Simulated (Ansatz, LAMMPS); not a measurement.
**Forces and charges in liquid (Cs,Rb)F at 1000 K (78 atoms)**

What does DFT give for liquid (Cs,Rb)F at 1000 K (78 atoms) as built?

Program: Ansatz 0.2.0. Level of theory: Kohn-Sham DFT, PBEsol, PAW (set soft_2), plane waves. Results are calculated unless marked as measured.

## 1. The structure

The cell holds 78 atoms: 20 Cs, 19 Rb and 39 F. Cell: a = 13.238 Å, b = 13.238 Å, c = 13.238 Å, α = 90.0°, β = 90.0°, γ = 90.0°. 78 atoms (20 Cs, 19 Rb, 39 F) placed at random at 3.13 g/cm³, melted at 1600 K for 10 ps at fixed volume with the Lennard-Jones and Coulomb ion parameters for SPC/E (Joung and Cheatham, J. Phys. Chem. B 112, 9020 (2008)), full charges. Snapshot at the end of a hold of 15 ps at 1000 K and zero pressure.

Limits known from the start: The network of bonds at the start is that of the classical potential that made the cell, and needn't be the one that DFT or experiment would give. The ion parameters were fitted for water, not for melts, so the density of this cell may lie well off the real melt's. Only the Γ point is sampled, in a cell whose shortest periodic width is 13 Å. Spin–orbit coupling is left out, which matters for the levels of the heavy elements.

## 2. Making the structure

A classical potential makes the cell, at a small fraction of what the same run would cost in DFT.

This step: classical MD, Lennard-Jones and Coulomb ion parameters for SPC/E (Joung and Cheatham, J. Phys. Chem. B 112, 9020 (2008)), full charges (LAMMPS 22 Jul 2025 - Update 4).

in.lmp reads:

```
# melt-quench of Cs20Rb19F39
units metal
atom_style charge
boundary p p p
region box block 0 13.8581 0 13.8581 0 13.8581
create_box 3 box
mass 1 132.9055   # Cs
mass 2 85.4678   # Rb
mass 3 18.9984   # F
create_atoms 1 random 20 284601 NULL overlap 2.2 maxtry 2000
create_atoms 2 random 19 284608 NULL overlap 2.2 maxtry 2000
create_atoms 3 random 39 284615 NULL overlap 2.2 maxtry 2000
pair_style lj/cut/coul/long 9.0
pair_modify mix arithmetic tail yes
pair_coeff 1 1 0.003897 3.6010   # Cs
pair_coeff 2 2 0.019302 3.0950   # Rb
pair_coeff 3 3 0.000321 4.0215   # F
set type 1 charge 1
set type 2 charge 1
set type 3 charge -1
kspace_style pppm 1.0e-4
neigh_modify delay 0 every 1 check yes
thermo_style custom step time temp pe press density
thermo_modify norm yes
timestep 0.002
thermo 100
min_style cg
minimize 1e-4 1e-4 200 2000
reset_timestep 0
velocity all create 1600 284602 mom yes dist gaussian
fix lim all nve/limit 0.05
fix lan all langevin 1600 1600 0.2 284603 zero yes
thermo 500
run 1000 post no
# [... 34 lines left out ...]
compute msd all msd com yes
thermo 1875
fix md all npt temp 1000 1000 0.2 iso 0 0 2
run 7500 post no
print "== T1000: mean square displacement over the hold $(c_msd[4]:%.2f) A^2"
unfix md
uncompute msd
write_dump all custom T1000.dump id type xs ys zs modify sort id
```

Started as:

```
> lmp -in in.lmp -log none -nocite
```

Numbers of over 12 decimals in the logs are rounded to 6 here.

The log of the run:

```text
LAMMPS (22 Jul 2025 - Update 4)
Created orthogonal box = (0 0 0) to (13.8581 13.8581 13.8581)
Created 20 atoms
Created 19 atoms
Created 39 atoms
PPPM initialization ...
  G vector (1/distance) = 0.31402004
  grid = 10 10 10
  estimated relative force accuracy = 5.4833495e-05
   Step          Time           Temp          PotEng         Press         Density
         0   0              0             -0.76370794     146380.16      3.1339756
       100   0.2            0             -3.8904638     -10784.548      3.1339756
       102   0.204          0             -3.8914618     -10742.708      3.1339756
Loop time of 0.25566 s on 1 core for 102 steps with 78 atoms
[... 52 lines left out ...]
== T1100: mean square displacement over the hold 20.93 A^2
   Step          Time           Temp          PotEng         Press         Density
[... 5 lines left out ...]
Loop time of 2.50627 s on 1 core for 2500 steps with 78 atoms
   Step          Time           Temp          PotEng         Press         Density
[... 2 lines left out ...]
     31875   63.75          881.08264     -3.8038285      429.83722      3.4207192
     33750   67.5           1132.3117     -3.785527      -2553.3375      3.4416911
     35625   71.25          947.84662     -3.8350319      3941.0186      3.7992854
     36000   72             1003.1976     -3.8070507      140.7355       3.595443
Loop time of 6.27434 s on 1 core for 7500 steps with 78 atoms
== T1000: mean square displacement over the hold 12.41 A^2
```

It took 33 s on 1 thread of Intel Xeon at 2.80GHz (Skylake/Cascade Lake), shared host; peak memory 0.32 GiB.

## 3. Plane-wave single point

One self-consistent run at the given positions yields energy and forces.

input.yaml reads:

```yaml
crystal:
  lattice:
    - [13.23787, 0.0, 0.0]
    - [0.0, 13.23787, 0.0]
    - [0.0, 0.0, 13.23787]
  atoms:
    - { symbol: Cs, position: [0.54926, 0.28922, 0.4685] }
    - { symbol: Cs, position: [0.08483, 0.06157, 0.69008] }
    - { symbol: Cs, position: [0.32846, 0.08872, 0.44493] }
    - { symbol: Cs, position: [0.05279, 0.56644, 0.73795] }
    - { symbol: Cs, position: [0.46094, 0.9726, 0.73647] }
    - { symbol: Cs, position: [0.63138, 0.56961, 0.28827] }
    - { symbol: Cs, position: [0.82514, 0.01278, 0.5023] }
    - { symbol: Cs, position: [0.91267, 0.28375, 0.87645] }
    - { symbol: Cs, position: [0.88617, 0.83926, 0.8064] }
    - { symbol: Cs, position: [0.79482, 0.56831, 0.96768] }
    - { symbol: Cs, position: [0.03899, 0.35586, 0.14281] }
    - { symbol: Cs, position: [0.23993, 0.09355, 0.9379] }
    - { symbol: Cs, position: [0.88602, 0.60773, 0.43775] }
    - { symbol: Cs, position: [0.67928, 0.13168, 0.66727] }
    - { symbol: Cs, position: [0.62014, 0.88865, 0.92116] }
    - { symbol: Cs, position: [0.21002, 0.49734, 0.00183] }
    - { symbol: Cs, position: [0.26697, 0.28594, 0.64274] }
    - { symbol: Cs, position: [0.97367, 0.03139, 0.10646] }
    - { symbol: Cs, position: [0.30862, 0.74311, 0.77713] }
    - { symbol: Cs, position: [0.82403, 0.80526, 0.23031] }
    - { symbol: Rb, position: [0.78403, 0.27132, 0.27976] }
    - { symbol: Rb, position: [0.55147, 0.59386, 0.8638] }
    - { symbol: Rb, position: [0.15313, 0.91987, 0.29483] }
    - { symbol: Rb, position: [0.61481, 0.04334, 0.31278] }
    - { symbol: Rb, position: [0.95245, 0.1996, 0.43103] }
    - { symbol: Rb, position: [0.22605, 0.6852, 0.36435] }
    - { symbol: Rb, position: [0.13126, 0.40794, 0.42441] }
    - { symbol: Rb, position: [0.67075, 0.13064, 0.03551] }
    - { symbol: Rb, position: [0.00462, 0.6442, 0.15041] }
    - { symbol: Rb, position: [0.14623, 0.84649, 0.98452] }
    - { symbol: Rb, position: [0.3704, 0.80478, 0.10518] }
    - { symbol: Rb, position: [0.72293, 0.43401, 0.64274] }
    - { symbol: Rb, position: [0.49726, 0.31768, 0.8773] }
    - { symbol: Rb, position: [0.38446, 0.4525, 0.24832] }
    - { symbol: Rb, position: [0.08979, 0.80963, 0.5489] }
    - { symbol: Rb, position: [0.68716, 0.74574, 0.6154] }
    - { symbol: Rb, position: [0.47835, 0.85434, 0.47426] }
    - { symbol: Rb, position: [0.39459, 0.552, 0.58058] }
    - { symbol: Rb, position: [0.34996, 0.22287, 0.21499] }
    - { symbol: F, position: [0.87879, 0.05242, 0.28893] }
    - { symbol: F, position: [0.69227, 0.52093, 0.46939] }
    - { symbol: F, position: [0.49572, 0.7235, 0.67815] }
    - { symbol: F, position: [0.11224, 0.77545, 0.79283] }
    - { symbol: F, position: [0.7143, 0.95227, 0.74186] }
    - { symbol: F, position: [0.35896, 0.30823, 0.40624] }
    - { symbol: F, position: [0.83651, 0.21258, 0.08521] }
    - { symbol: F, position: [0.19041, 0.00658, 0.11028] }
    - { symbol: F, position: [0.26206, 0.88434, 0.44809] }
    - { symbol: F, position: [0.99489, 0.78018, 0.33329] }
    - { symbol: F, position: [0.18881, 0.72862, 0.15007] }
    - { symbol: F, position: [0.73307, 0.64904, 0.79548] }
    - { symbol: F, position: [0.17961, 0.48536, 0.23054] }
    - { symbol: F, position: [0.51583, 0.04494, 0.54681] }
    - { symbol: F, position: [0.46004, 0.34239, 0.64417] }
    - { symbol: F, position: [0.0439, 0.04119, 0.90258] }
    - { symbol: F, position: [0.27494, 0.10725, 0.72335] }
    - { symbol: F, position: [0.88145, 0.17023, 0.6634] }
    - { symbol: F, position: [0.17612, 0.61567, 0.54039] }
    - { symbol: F, position: [0.00337, 0.47023, 0.95384] }
    - { symbol: F, position: [0.58103, 0.2489, 0.22322] }
    - { symbol: F, position: [0.11371, 0.0765, 0.49297] }
    - { symbol: F, position: [0.70358, 0.3874, 0.84161] }
    - { symbol: F, position: [0.08668, 0.38723, 0.66002] }
    - { symbol: F, position: [0.52284, 0.56517, 0.08902] }
    - { symbol: F, position: [0.91997, 0.7388, 0.60248] }
    - { symbol: F, position: [0.79184, 0.6151, 0.17472] }
    - { symbol: F, position: [0.44809, 0.61353, 0.40294] }
    - { symbol: F, position: [0.36092, 0.90239, 0.90444] }
    - { symbol: F, position: [0.7274, 0.20386, 0.46333] }
    - { symbol: F, position: [0.34579, 0.57999, 0.86794] }
    - { symbol: F, position: [0.56498, 0.11354, 0.86272] }
    - { symbol: F, position: [0.94299, 0.80518, 0.03809] }
    - { symbol: F, position: [0.70906, 0.8538, 0.44259] }
    - { symbol: F, position: [0.31186, 0.31469, 0.02454] }
    - { symbol: F, position: [0.9344, 0.42548, 0.31631] }
    - { symbol: F, position: [0.65945, 0.91631, 0.11893] }
    - { symbol: F, position: [0.43711, 0.97352, 0.30421] }
    - { symbol: F, position: [0.11904, 0.23696, 0.29519] }
kpoints:
  mp_grid: { grid: [1, 1, 1] }
hamiltonian:
  xc: pbesol
scf:
  occupations: { method: gaussian, width: 0.05 }
output:
  forces: true
  stress: true
  populations: true
  dos:
    method: { smearing: { sigma: 0.1 } }
    de: 0.1
    projected: { site_lists: { Cs: [Cs], F: [F], Rb: [Rb] } }
  eigenvalues: true
  write_density: true
  write_potential: true
  volumetric_format: npy
```

Started as:

```
> ansatz run input.yaml --threads 8 --pin off --max-ram 15872MiB --backend cpu --events-out ev --progress --plain --runs-dir out
```

The log of the run:

```text
Engine: ansatz 0.2.0, aarch64-unknown-linux-gnu
Pseudopotentials: kind: paw
Pseudopotential: Cs, paw, valence charge 9, recommended cutoff 420 eV (normal), Cs.paw.azcp
Pseudopotential: Rb, paw, valence charge 9, recommended cutoff 420 eV (normal), Rb.paw.azcp
Pseudopotential: F, paw, valence charge 7, recommended cutoff 420 eV (normal), F.paw.azcp
[... 3 lines on functional and potentials left out ...]
Crystal: 78 atoms, lattice volume = 2319.820 Å³
Basis set: ecut = 420 eV, 45385 PW (Γ), exchange–correlation on 180×180×180 points (8 copies of the dense FFT grid, shifted against one another)
Bands: 390, of which v1, the nominal top of the filled ones, is band 312 counted from 1 (311 counted from 0)
Symmetry: 1 space group operations
Space group: P1 (ITA 1), of the structure as read, at distance tolerance 1.3e-4 Å
k-points: 1
[...]
atom   7  Cs     0.10471867    -1.03825761    -0.28333642
  atom   8  Cs    -0.15486124    -0.14288206    -0.17213059
[...]
atom  13  Cs     0.13335868     0.01410931    -0.22658725
  atom  14  Cs    -0.41800196     0.64345583     0.60393272
[...]
atom  77  F     -0.16391228    -0.05429939    -0.08546814
  atom  78  F      0.03261841     0.22526321     0.09907272
  max |Σ_I F_I| component: 8.79e-5 eV/Å
--- Stress (GPa, compression-positive) ---
       -0.465864       0.165852       0.166207
        0.165852      -0.627616      -0.554522
        0.166207      -0.554522      -1.071000
  P = ⅓ Tr σ = -0.7215 GPa (-7.215 kbar)
--- Band table (eV) ---
  k-point 0: bands = ["-23.5896", "-23.4905", "-23.3816", "-23.3207", [... 374 levels ...], "9.3988", "9.4203", "9.4537", "9.4769", "9.5258", "9.5494", "9.6003", "9.6064", "9.6142", "9.6511", "9.6621", "9.6950"]
--- Löwdin populations: 78 sites ---
  site symbol       q [e]
     0     Cs      8.0669
     1     Cs      8.0750
     2     Cs      8.0689
[...]
77      F      7.7793
  spilling = 0.006842 (of n_electrons = 624.000000)
[key lines of the parts left out:]
SCF converged after 9 iterations
Free energy (F): -204139.035238 eV
Fermi energy:    3.842631 eV
```

Elapsed: 22 s, on 8 threads of Arm Neoverse V1, shared host; peak memory 2.8 GiB; 2.7 min of CPU time.

In the SCF lines HF is the Harris–Foulkes energy and dr2 the Hartree energy of the density residual, in eV; the loop may stop once dr2 is under the threshold and the program's other checks hold. Hψ counts applications of the Hamiltonian.

The program notes that the exchange-correlation potential is rough where the density is thin.

Read from the output:

```yaml
free_energy: -204139.0352 eV
free_energy_per_atom: -2617.1671 eV/atom
scf_cycles: 9
pressure: -0.7215 GPa
r_m_s_force_component: 0.3036 eV/Å
longest_force: 1.221 eV/Å
fermi_energy: 3.843 eV
spacing_of_highest_filled_and_lowest_empty_level: 3.748 eV
spilling_of_the_projection: 0.006842
```

Length of the force by element:

```
element  coordination  atoms  mean length of the force (eV/Å)  spread  least   most
     Cs           all     20                            0.569   0.278  0.246   1.22
      F           all     39                            0.427   0.210  0.109  0.869
     Rb           all     19                            0.438   0.239  0.103   1.11
```

Löwdin charges by element (they lack the spilled electrons, 0.055 e an atom on average):

| element | coordination | atoms | mean charge (e) | spread | least | most |
| --- | --- | --- | --- | --- | --- | --- |
| Cs | all | 20 | 0.926 | 0.0103 | 0.906 | 0.945 |
| F | all | 39 | -0.784 | 0.0032 | -0.791 | -0.779 |
| Rb | all | 19 | 0.860 | 0.0106 | 0.839 | 0.878 |

Density of states as counts of states in windows of 1 eV (from the Fermi level), total and the larger projections:

```csv
from (eV),to (eV),total,F p,Cs p,Rb s,Cs s
-10,-9,3.7,0.1,3.1,0.0,0.0
-9,-8,57.3,2.1,53.9,0.3,0.3
-8,-7,59.2,2.6,55.6,0.2,0.3
-7,-6,0.2,0.0,0.2,0.0,0.0
-6,-4,0.0,0.0,0.0,0.0,0.0
-4,-3,104.4,98.9,1.4,0.9,0.7
-3,-2,124.7,117.7,3.3,0.5,0.5
-2,-1,4.9,4.7,0.1,0.0,0.0
-1,1,0.0,0.0,0.0,0.0,0.0
1,2,2.0,0.0,0.0,0.9,0.8
2,3,4.1,0.2,0.1,2.1,1.0
3,4,28.7,1.0,0.4,8.6,8.7
4,5,59.5,1.1,0.3,8.2,7.8
```

Between -26 and -10 eV lie 232 more states.

The stored curve holds about 586 of the 624 electrons; the rest, give or take the few that broadening carries across the Fermi level, lie in deeper levels below its range.

The levels nearest the highest filled one (over half full), pooled over k-points and spins:

| level less the highest filled one (eV) | occupation |
| --- | --- |
| -0.233 | 2 |
| -0.227 | 2 |
| -0.191 | 2 |
| -0.128 | 2 |
| -0.0096 | 2 |
| 0 | 2 |
| 3.75 | 0 |
| 4.65 | 0 |
| 4.82 | 0 |
| 4.96 | 0 |
| 5.03 | 0 |
| 5.07 | 0 |

Valence density in the ac plane at fractional y = 0.565, with atoms of Cs and Rb and F within 0.2 Å of it. It is the smooth field of the valence electrons, not physical close to the nuclei.

Ten steps, logarithmic in the rise over the least value, from '0' (0 e/Å³) to '9' (10 e/Å³), each cell a mean:
```
1000123443211000000111000135423542100
1000012222234431012344310134545531000
0000000001268863124666531012344310000
1221100001268863124666531011111000000
4444310000124431013454321111100000012
5445431000000000000111100011100000024
5434531000000000000000000000000000024
4554320000000122100000000000000000013
2222110000013455421000000000000000001
0000122210024666641000000000000000000
0000235431124666541000000110000011000
0000134421012444320000013442111333321
0000012110000112221000024664223455432
0000000000000023443100013443123555542
0000000000000024553111222211012444431
0000000000000012221124454421001222210
0000000000000000000135434542000000000
0000011110000000000135444542110000000
1100012210000000000123444322232100001
3210001100000000001111121112454210012
3321000000000000125653100002343210123
2110001111000000148995200001111100012
0000013333100000136874100012333210000
0000124444210000012321000124555431000
```
Columns run along a (13.2 Å), rows up along c (13.2 Å). Atoms in or near the plane, at fractional coordinates: Cs at (0.05, 0.74), Cs at (0.63, 0.29), Cs at (0.79, 0.97), Rb at (0.39, 0.58), F at (0.52, 0.09), F at (0.35, 0.87).

Electrostatic potential energy in the ac plane at fractional y = 0.565, with atoms of Cs and Rb and F within 0.2 Å of it. With pseudopotentials it is smooth inside the atoms' cores, unlike the true potential.

Values in eV, 13 rows by 16 columns, each cell a mean:
```
  8   7   0  -7   2   7   9   7   1   1   4  -8 -19 -19   0   8
  6   5   5   6   6 -20  -2   1 -20 -19   2   4  -4  -2   5   7
-13 -12   2   6   8   3   7   4  -8  -7   5   8   8   7   6   1
-20 -19  -3   6   7   6   6   5   5   5   6   7   7   7   6  -4
 -4  -3   6   8   6  -3 -11  -1   5   6   6   5   5   6   6   4
  6   8   6   7   6 -13 -22 -10   5   7   7   7   6   5   5   6
  6   8   7   7   7   2  -3   4   8   9   6   0   6  -7 -13  -1
  5   6   6   6   6   7   7   2   9   7   5   5   5 -14 -20  -5
  7   7   6   5   5   6   7   8   5 -12 -16  -3   6   3   1   5
  6   7   9   8   7   5   5   6   2 -17 -19  -6   8   9   8   6
  0   6   8   9   7   6   6   8   8   3   0   7   4   8   7   2
  1   4   6   5   6   7   8   3 -18   4   9   8   7   7   6   2
  7   5  -2 -12  -1   7   9   8  -2   8   7   0 -13 -10   3   6
```
Columns run along a (13.2 Å; values clipped at the 3rd and 97th percentile), rows up along c (13.2 Å). Atoms in or near the plane, at fractional coordinates: Cs at (0.05, 0.74), Cs at (0.63, 0.29), Cs at (0.79, 0.97), Rb at (0.39, 0.58), F at (0.52, 0.09), F at (0.35, 0.87).

Mean Löwdin charges: Cs +0.93, F -0.78, Rb +0.86 e (they miss 0.68 % of the electrons, so they add up to more than the cell's charge). The largest share in the top eV of filled states is F p (96 % of the projected weight), and in the lowest eV of empty states Rb s (55 % of the projected weight).

## 4. Local order

Bonds and neighbours are counted at the geometry of the runs.

Density 3.60 g/cm³, 29.74 Å³ an atom.

Pair distribution functions g(r), in bins of 0.2 Å:

```
r (Å)  total   F-F  F-Cs  F-Rb  Cs-Cs  Cs-Rb  Rb-Rb
 2.50   0.42  0.00  0.36  1.34   0.00   0.00   0.00
 2.70   1.95  0.00  4.58  3.19   0.00   0.00   0.00
 2.90   1.87  0.00  3.98  3.48   0.00   0.00   0.00
 3.10   1.49  0.00  2.60  2.99   0.00   0.25   1.04
 3.30   1.00  0.77  0.97  1.97   0.42   0.21   0.45
 3.50   0.70  0.88  0.50  0.71   0.78   0.58   0.86
 3.70   1.17  1.76  0.53  0.64   1.33   1.74   2.23
 3.90   1.17  1.57  0.69  0.42   2.12   2.24   1.31
 4.10   1.05  1.80  0.57  0.38   1.09   1.29   2.14
 4.30   1.02  1.38  0.32  0.47   2.00   1.83   1.95
 4.50   1.02  1.50  0.48  0.49   2.47   1.32   1.25
 4.70   0.88  1.38  0.58  0.56   1.25   0.98   0.70
 4.90   0.82  1.17  0.53  0.37   0.97   1.50   0.85
 5.10   0.92  1.13  0.69  0.61   1.59   0.93   1.58
 5.30   0.81  0.99  0.71  0.88   0.17   0.69   1.10
 5.50   1.04  0.93  0.94  1.11   1.06   1.53   0.67
 5.70   1.09  0.98  1.27  1.04   1.42   1.13   0.63
 5.90   1.09  0.91  1.15  1.43   0.39   0.99   1.18
 6.10   1.15  0.78  2.04  1.34   0.38   0.66   0.14
 6.30   1.05  0.59  1.61  1.25   0.69   0.74   0.78
 6.50   0.92  0.61  1.27  1.35   0.54   0.34   0.60
```

Local excerpt of 13 atoms (numbers count through the whole input) about Cs20, which bears the longest force; x, y, z are measured from there.

```csv
atom,x,y,z,distance (Å),Löwdin charge (e),Fx,Fy,Fz (eV/Å)
Cs20,0.00,0.00,0.00,0.00,0.92,-0.71,0.99,-0.05
F66,-0.43,-2.52,-0.74,2.66,-0.79,0.43,-0.17,-0.15
F49,2.26,-0.33,1.36,2.66,-0.78,0.74,-0.34,0.29
F72,1.57,0.00,-2.54,2.99,-0.78,0.11,-0.05,-0.12
F76,-2.18,1.47,-1.47,3.01,-0.78,-0.05,0.43,-0.24
F73,-1.52,0.64,2.81,3.26,-0.78,-0.34,-0.01,-0.03
Rb29,2.39,-2.13,-1.06,3.37,0.84,0.15,-0.06,0.12
F40,0.72,3.27,0.78,3.44,-0.78,-0.27,0.28,0.57
Cs13,0.82,-2.61,2.75,3.88,0.93,0.13,0.01,-0.23
Cs18,1.98,2.99,-1.64,3.95,0.92,-0.19,0.14,-0.06
Cs6,-2.55,-3.12,0.77,4.10,0.94,-0.41,0.13,-0.55
Rb24,-2.77,3.15,1.09,4.34,0.86,0.24,-0.17,-0.16
Cs7,0.01,2.75,3.60,4.53,0.94,0.10,-1.04,-0.28
```

## 5. Outcome

```
free energy per atom                             : -2617.1671 eV/atom
pressure                                         : -0.7215 GPa
r.m.s. force component                           : 0.3036 eV/Å
gap (highest filled to lowest empty level) : 3.748 eV
wall time of the 1 DFT run                       : 22 s
```

In words: The highest filled and lowest empty levels differ by 3.75 eV (at Γ alone); a semilocal functional tends to put such gaps too low. In a disordered cell it changes from sample to sample and from frame to frame.

Caveats: The force components of 0.30 eV/Å r.m.s. reflect the temperature of the frame as well as the gap between the generating potential and DFT. The pressure of a single frame lacks the kinetic term.

[Logs are printed without paths, hosts, clocks, repeated set-up lines and the standing remarks that a program may print on its own settings, such as how far it seeks lower states.]

[Hosts, paths, dates, database ids (printed as entryN), source tags and the programs' standing remarks are cut or masked in the printed files.]
